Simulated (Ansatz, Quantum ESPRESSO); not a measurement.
# F-SiC-F chair, 1 layer in an electric field, part 2 of 6

Aim: how F-SiC-F chair, 1 layer screens a field along its normal, and what the field does to its bands.

Quantum ESPRESSO 7.5; plane-wave DFT, RPBE, GBRV ultrasoft pseudopotentials made under PBE; geometry and cross-check by Ansatz 0.2.0 with PAW datasets.

So far: Set-up; Geometry from Ansatz.

## (3) Self-consistent run: no field

The zero-field run is the reference. tefield and dipfield are on already, so that all runs share k-points and boundary.

Level of this step: plane-wave DFT, RPBE, GBRV ultrasoft pseudopotentials made under PBE (Quantum ESPRESSO 7.5). input_dft overrides the functional of the files.

f0.in

```
&control
  prefix = 'f0'
  outdir = './out'
  pseudo_dir = './pseudo'
  calculation = 'scf'
  tprnfor = .true.
  tefield = .true.
  dipfield = .true.
/
&system
  ibrav = 0
  nat = 4
  ntyp = 3
  ecutwfc = 40
  ecutrho = 200
  input_dft = 'rpbe'
  occupations = 'smearing'
  smearing = 'fd'
  degauss = 0.004
  edir = 3
  emaxpos = 0.97
  eopreg = 0.04
  eamp = 0.0
/
&electrons
  conv_thr = 1e-09
  mixing_beta = 0.4
  electron_maxstep = 120
  mixing_mode = 'plain'
/
ATOMIC_SPECIES
  F   18.9984  f_pbe_v1.4.uspp.F.UPF
  C   12.0110  c_pbe_v1.2.uspp.F.UPF
  Si  28.0850  si_pbe_v1.uspp.F.UPF
CELL_PARAMETERS angstrom
  3.16858324911543 0.00000000000000 0.00000000000000
  -1.58429162455771 2.74407358773980 -0.00000000000000
  0.00000000000000 -0.00000000000000 20.63333333330000
ATOMIC_POSITIONS crystal
  F   0.666666666667 0.333333333333 0.410407102939
  C   0.666666666667 0.333333333333 0.479934719151
  Si  0.333333333333 0.666666666667 0.507506111400
  F   0.333333333333 0.666666666667 0.585189223210
K_POINTS automatic
  12 12 1 0 0 0
```

Run with:

```
> OMP_NUM_THREADS=1 mpirun -n 4 pw.x -nk 4 -in f0.in > f0.out
```

The program printed:

```text
Program PWSCF v.7.5 starts
[citation notice left out]

     Parallel version (MPI & OpenMP), running on       4 processor cores
     Number of MPI processes:                 4
     Threads/MPI process:                     1

     MPI processes distributed on     1 nodes
[...]
Current dimensions of program PWSCF are:
     Max number of different atomic species (ntypx) = 10
     Max number of k-points (npk) =  40000
     Max angular momentum in pseudopotentials (lmaxx) =  4
     Presently no symmetry can be used with electric field

     IMPORTANT: XC functional enforced from input :
     Exchange-correlation= RPBE
                           (   1   4  44   4   0   0   0)
     Any further DFT definition will be discarded
     Please, verify this is what you really want

     K-points division:     npool     =       4
     Subspace diagonalization in iterative solution of the eigenvalue problem:
     a serial algorithm will be used

     G-vector sticks info
     --------------------
     sticks:   dense  smooth     PW     G-vecs:    dense   smooth      PW
     Sum         499     385    139                58021    41173    8089

     Using Slab Decomposition

     bravais-lattice index     =            0
     lattice parameter (alat)  =       5.9878  a.u.
     unit-cell volume          =    1210.6730 (a.u.)^3
     number of atoms/cell      =            4
     number of atomic types    =            3
     number of electrons       =        22.00
     number of Kohn-Sham states=           15
     kinetic-energy cutoff     =      40.0000  Ry
     charge density cutoff     =     200.0000  Ry
     scf convergence threshold =      1.0E-09
     mixing beta               =       0.4000
     number of iterations used =            8  plain     mixing
     Exchange-correlation= RPBE
                           (   1   4  44   4   0   0   0)

     celldm(1)=   5.987755  celldm(2)=   0.000000  celldm(3)=   0.000000
     celldm(4)=   0.000000  celldm(5)=   0.000000  celldm(6)=   0.000000

     crystal axes: (cart. coord. in units of alat)
               a(1) = (   1.000000   0.000000   0.000000 )
               a(2) = (  -0.500000   0.866025  -0.000000 )
               a(3) = (   0.000000  -0.000000   6.511848 )

     reciprocal axes: (cart. coord. in units 2 pi/alat)
               b(1) = (  1.000000  0.577350  0.000000 )
               b(2) = ( -0.000000  1.154701  0.000000 )
               b(3) = ( -0.000000  0.000000  0.153566 )

     PseudoPot. # 1 for F  read from file:
     ./pseudo/f_pbe_v1.4.uspp.F.UPF
     Pseudo is Ultrasoft, Zval =  7.0
     Generated by new atomic code, or converted to UPF format
     Using radial grid of  799 points,  4 beta functions with:
                l(1) =   0
                l(2) =   0
                l(3) =   1
                l(4) =   1
     Q(r) pseudized with  8 coefficients,  rinner =    0.950   0.950   0.950

     PseudoPot. # 2 for C  read from file:
     ./pseudo/c_pbe_v1.2.uspp.F.UPF
     Pseudo is Ultrasoft + core correction, Zval =  4.0
     Generated by new atomic code, or converted to UPF format
     Using radial grid of  721 points,  4 beta functions with:
                l(1) =   0
                l(2) =   0
                l(3) =   1
                l(4) =   1
     Q(r) pseudized with  8 coefficients,  rinner =    1.100   1.100   1.100

     PseudoPot. # 3 for Si read from file:
     ./pseudo/si_pbe_v1.uspp.F.UPF
     Pseudo is Ultrasoft + core correction, Zval =  4.0
     Generated by new atomic code, or converted to UPF format
     Using radial grid of  899 points,  6 beta functions with:
                l(1) =   0
                l(2) =   0
                l(3) =   1
                l(4) =   1
                l(5) =   2
                l(6) =   2
     Q(r) pseudized with  8 coefficients,  rinner =    0.900   0.900   0.900
                                                       0.900   0.900

     atomic species   valence    mass     pseudopotential
     F                 7.00    18.99840     F ( 1.00)
     C                 4.00    12.01100     C ( 1.00)
     Si                4.00    28.08500     Si( 1.00)

     No symmetry found

   Cartesian axes

     site n.     atom                  positions (alat units)
         1        F      tau(   1) = (   0.5000000   0.2886751   2.6725088  )
         2        C      tau(   2) = (   0.5000000   0.2886751   3.1252621  )
         3        Si     tau(   3) = (  -0.0000000   0.5773503   3.3048028  )
         4        F      tau(   4) = (  -0.0000000   0.5773503   3.8106634  )

     number of k points=    74  Fermi-Dirac smearing, width (Ry)=  0.0040
                       cart. coord. in units 2pi/alat
        k(    1) = (   0.0000000   0.0000000   0.0000000), wk =   0.0138889
        k(    2) = (   0.0000000   0.0962250   0.0000000), wk =   0.0277778
        k(    3) = (   0.0000000   0.1924501   0.0000000), wk =   0.0277778
        k(    4) = (   0.0000000   0.2886751   0.0000000), wk =   0.0277778
        k(    5) = (   0.0000000   0.3849002   0.0000000), wk =   0.0277778
        k(    6) = (   0.0000000   0.4811252   0.0000000), wk =   0.0277778
        k(    7) = (   0.0000000  -0.5773503   0.0000000), wk =   0.0138889
        k(    8) = (   0.0833333   0.0481125   0.0000000), wk =   0.0277778
        k(    9) = (   0.0833333   0.1443376   0.0000000), wk =   0.0277778
        k(   10) = (   0.0833333   0.2405626   0.0000000), wk =   0.0277778
[...]
k(   74) = (  -0.5000000  -0.8660254   0.0000000), wk =   0.0138889

     Dense  grid:    58021 G-vectors     FFT dimensions: (  27,  27, 180)

     Smooth grid:    41173 G-vectors     FFT dimensions: (  25,  25, 160)

     Estimated max dynamical RAM per process >     109.45 MB

     Estimated total dynamical RAM >     395.30 MB

     Initial potential from superposition of free atoms

     starting charge      21.9993, renormalised to      22.0000

     negative rho (up, down):  6.358E-04 0.000E+00

     Adding external electric field

     Computed dipole along edir(3) :
        Dipole                0.0003 Ry au,          0.0007 Debye
        Dipole field          0.0000 Ry au,

        Potential amp.       -0.0002 Ry
        Total length         37.4317 bohr

     Starting wfcs are   16 randomized atomic wfcs

     total cpu time spent up to now is        1.0 secs

     per-process dynamical memory:    59.2 Mb

     Self-consistent Calculation

     iteration #  1     ecut=    40.00 Ry     beta= 0.40
     Davidson diagonalization with overlap
     ethr =  1.00E-02,  avg # of iterations =  3.1

     negative rho (up, down):  4.946E-04 0.000E+00

     Adding external electric field

     Computed dipole along edir(3) :
        Dipole               -0.0136 Ry au,         -0.0344 Debye
        Dipole field         -0.0001 Ry au,

        Potential amp.        0.0105 Ry
        Total length         37.4317 bohr

     total cpu time spent up to now is        3.0 secs

     total energy              =    -118.43812120 Ry
     estimated scf accuracy    <       0.43350108 Ry

     iteration #  2     ecut=    40.00 Ry     beta= 0.40
[...]
negative rho (up, down):  5.180E-04 0.000E+00

[...]
Dipole               -0.0229 Ry au,         -0.0581 Debye
[...]
total energy              =    -118.50092598 Ry
     estimated scf accuracy    <       0.04104050 Ry

     iteration #  3     ecut=    40.00 Ry     beta= 0.40
[...]
negative rho (up, down):  5.682E-04 0.000E+00

[...]
Dipole                0.0012 Ry au,          0.0030 Debye
[...]
total energy              =    -118.50381219 Ry
     estimated scf accuracy    <       0.01015567 Ry

     iteration #  4     ecut=    40.00 Ry     beta= 0.40
[...]
negative rho (up, down):  6.092E-04 0.000E+00

[...]
Dipole               -0.0173 Ry au,         -0.0440 Debye
[...]
total energy              =    -118.50441607 Ry
     estimated scf accuracy    <       0.00186501 Ry

     iteration #  5     ecut=    40.00 Ry     beta= 0.40
[...]
negative rho (up, down):  6.243E-04 0.000E+00

[...]
Dipole               -0.0057 Ry au,         -0.0144 Debye
[...]
total energy              =    -118.50464922 Ry
     estimated scf accuracy    <       0.00031202 Ry

     iteration #  6     ecut=    40.00 Ry     beta= 0.40
[...]
c_bands:  2 eigenvalues not converged
[...]
negative rho (up, down):  6.331E-04 0.000E+00

[...]
Dipole               -0.0098 Ry au,         -0.0249 Debye
[...]
total energy              =    -118.50471680 Ry
     estimated scf accuracy    <       0.00002654 Ry

     iteration #  7     ecut=    40.00 Ry     beta= 0.40
[...]
negative rho (up, down):  6.390E-04 0.000E+00

[...]
Dipole               -0.0105 Ry au,         -0.0267 Debye
[...]
total energy              =    -118.50472499 Ry
     estimated scf accuracy    <       0.00000266 Ry

     iteration #  8     ecut=    40.00 Ry     beta= 0.40
[...]
negative rho (up, down):  6.427E-04 0.000E+00

[...]
Dipole               -0.0099 Ry au,         -0.0252 Debye
[...]
total energy              =    -118.50472589 Ry
     estimated scf accuracy    <       0.00000023 Ry

     iteration #  9     ecut=    40.00 Ry     beta= 0.40
[...]
negative rho (up, down):  6.451E-04 0.000E+00

[...]
Dipole               -0.0100 Ry au,         -0.0255 Debye
[...]
total energy              =    -118.50472601 Ry
     estimated scf accuracy    <       0.00000002 Ry

     iteration # 10     ecut=    40.00 Ry     beta= 0.40
[...]
negative rho (up, down):  6.465E-04 0.000E+00

[...]
Dipole               -0.0100 Ry au,         -0.0255 Debye
[...]
total energy              =    -118.50472602 Ry
     estimated scf accuracy    <          2.8E-09 Ry

     iteration # 11     ecut=    40.00 Ry     beta= 0.40
[...]
negative rho (up, down):  6.488E-04 0.000E+00

[...]
Dipole               -0.0101 Ry au,         -0.0256 Debye
[...]
End of self-consistent calculation

          k = 0.0000 0.0000 0.0000 (  5107 PWs)   bands (ev):

   -28.6335 -28.4600 -17.3641 -11.7979  -9.8342  -8.7942  -8.7942  -8.3944
    -8.3944  -4.4451  -4.4451  -2.3571   1.3406   2.4516   2.8282

          k = 0.0000 0.0962 0.0000 (  5103 PWs)   bands (ev):

   -28.6210 -28.4507 -17.2787 -11.7844  -9.8590  -8.9692  -8.8408  -8.4322
    -8.4044  -4.8332  -4.5407  -2.1064   1.5595   2.5696   2.7055

          k = 0.0000 0.1925 0.0000 (  5149 PWs)   bands (ev):

   -28.5866 -28.4252 -17.0265 -11.7579  -9.9433  -9.4306  -8.9637  -8.5335
    -8.4349  -5.6304  -4.7712  -1.6012   1.6516   2.6391   3.1252

          k = 0.0000 0.2887 0.0000 (  5134 PWs)   bands (ev):

   -28.5391 -28.3903 -16.6213 -11.7765 -10.2192  -9.9027  -9.1246  -8.6589
    -8.4810  -6.4284  -5.0317  -1.0902   1.2724   3.2547   3.8606

          k = 0.0000 0.3849 0.0000 (  5158 PWs)   bands (ev):

   -28.4909 -28.3552 -16.0995 -12.0013 -10.7080 -10.0786  -9.2795  -8.7700
    -8.5298  -7.0430  -5.2484  -0.7645   1.1241   3.6699   4.7252

          k = 0.0000 0.4811 0.0000 (  5168 PWs)   bands (ev):

   -28.4553 -28.3295 -15.5622 -12.5017 -10.9167 -10.1801  -9.3896  -8.8454
    -8.5663  -7.4139  -5.3865  -0.6964   1.3485   3.2767   5.6962

[...]
the Fermi energy is    -3.3583 ev

!    total energy              =    -118.50472602 Ry
     estimated scf accuracy    <          1.3E-10 Ry
     smearing contrib. (-TS)   =      -0.00000000 Ry
     internal energy E=F+TS    =    -118.50472602 Ry

     The total energy is F=E-TS. E is the sum of the following terms:
     one-electron contribution =    -766.86749053 Ry
     hartree contribution      =     388.96221721 Ry
     xc contribution           =     -26.81984397 Ry
     ewald contribution        =     286.22039022 Ry
     electric field correction =       0.00000105 Ry

     convergence has been achieved in  11 iterations

     negative rho (up, down):  6.488E-04 0.000E+00

     Forces acting on atoms (cartesian axes, Ry/au):

     atom    1 type  1   force =    -0.00000000    0.00000000   -0.01262066
     atom    2 type  2   force =    -0.00000001   -0.00000000    0.00868670
     atom    3 type  3   force =     0.00000000   -0.00000000   -0.00565493
     atom    4 type  1   force =     0.00000001    0.00000000    0.00958890

     Total force =     0.018938     Total SCF correction =     0.000044

[...]
=------------------------------------------------------------------------------=
   JOB DONE.
=------------------------------------------------------------------------------=
[...]
```

Wall time 21 s (4 MPI ranks of Arm Neoverse V2, shared host); peak memory 0.41 GiB; 85 s of CPU time.

This step gave:

- free energy: -1612.3389 eV
- Fermi energy: -3.358 eV
- dipole along the normal: -0.005330 e·Å
- valence top, on the run's zero: -4.445 eV
- conduction bottom, on the run's zero: -2.357 eV
- gap by band count: 2.088 eV

The program's own clock; routines nest. Time by routine:

```
     routine  wall time (s)  calls
       PWSCF          20.71      1
   electrons          19.41      1
     c_bands          15.52     11
     cegterg          14.04    209
       h_psi          10.97   1052
        fftw           9.77  20357
    vloc_psi            9.3   1052
    sum_band            2.8     11
      calbec           1.15   1337
    init_run            0.9      1
  add_vuspsi           0.83   1052
       s_psi           0.81   1052
h_psi:calbec           0.79   1052
   init_us_2           0.55    456
```

The run needed 11 iterations to bring the estimated error under 1e-09 Ry; the largest force on any atom, held or free, is 0.32 eV/Å.

## (4) Electrostatic potential

The vacuum level is read from the electrostatic potential (plot_num = 11), averaged over planes.

f0.pot.in

```
&inputpp
  prefix = 'f0'
  outdir = './out'
  filplot = 'f0.pot.dat'
  plot_num = 11
/
```

Run with:

```
> OMP_NUM_THREADS=1 mpirun -n 4 pp.x -in f0.pot.in > f0.pot.out
```

The job ended after 0.84 s (4 MPI ranks; peak memory 0.09 GiB).

This step gave:

- slope of the potential above: 3.18e-6 eV/Å
- upper vacuum line continued to the top atoms, over the valence top: 7.609 eV
- slope of the potential below: -1.71e-5 eV/Å
- lower vacuum line continued to the bottom atoms, over the valence top: 7.498 eV
- vacuum level at the upper face over the valence top of the mesh: 7.609 eV
- vacuum level at the lower face over the valence top of the mesh: 7.499 eV

The vacuum is flat to 0.1 meV/Å, so its level is well defined. Inside the slab the curve depends on the local part of the pseudopotentials; only the vacuum level has a meaning of its own.

(Part 2 of 6 ends here.)

[Logs are printed without paths, hosts, clocks, repeated set-up lines and the standing remarks that a program may print on its own settings, such as how far it seeks lower states.]

[Hosts, paths, dates, database ids (printed as entryN), source tags and the programs' standing remarks are cut or masked in the printed files.]

[Maps of the electrostatic potential energy from Ansatz leave out the sawtooth potential of an applied field or a dipole correction, so their vacuum need not be flat; planar profiles and work functions include it.]
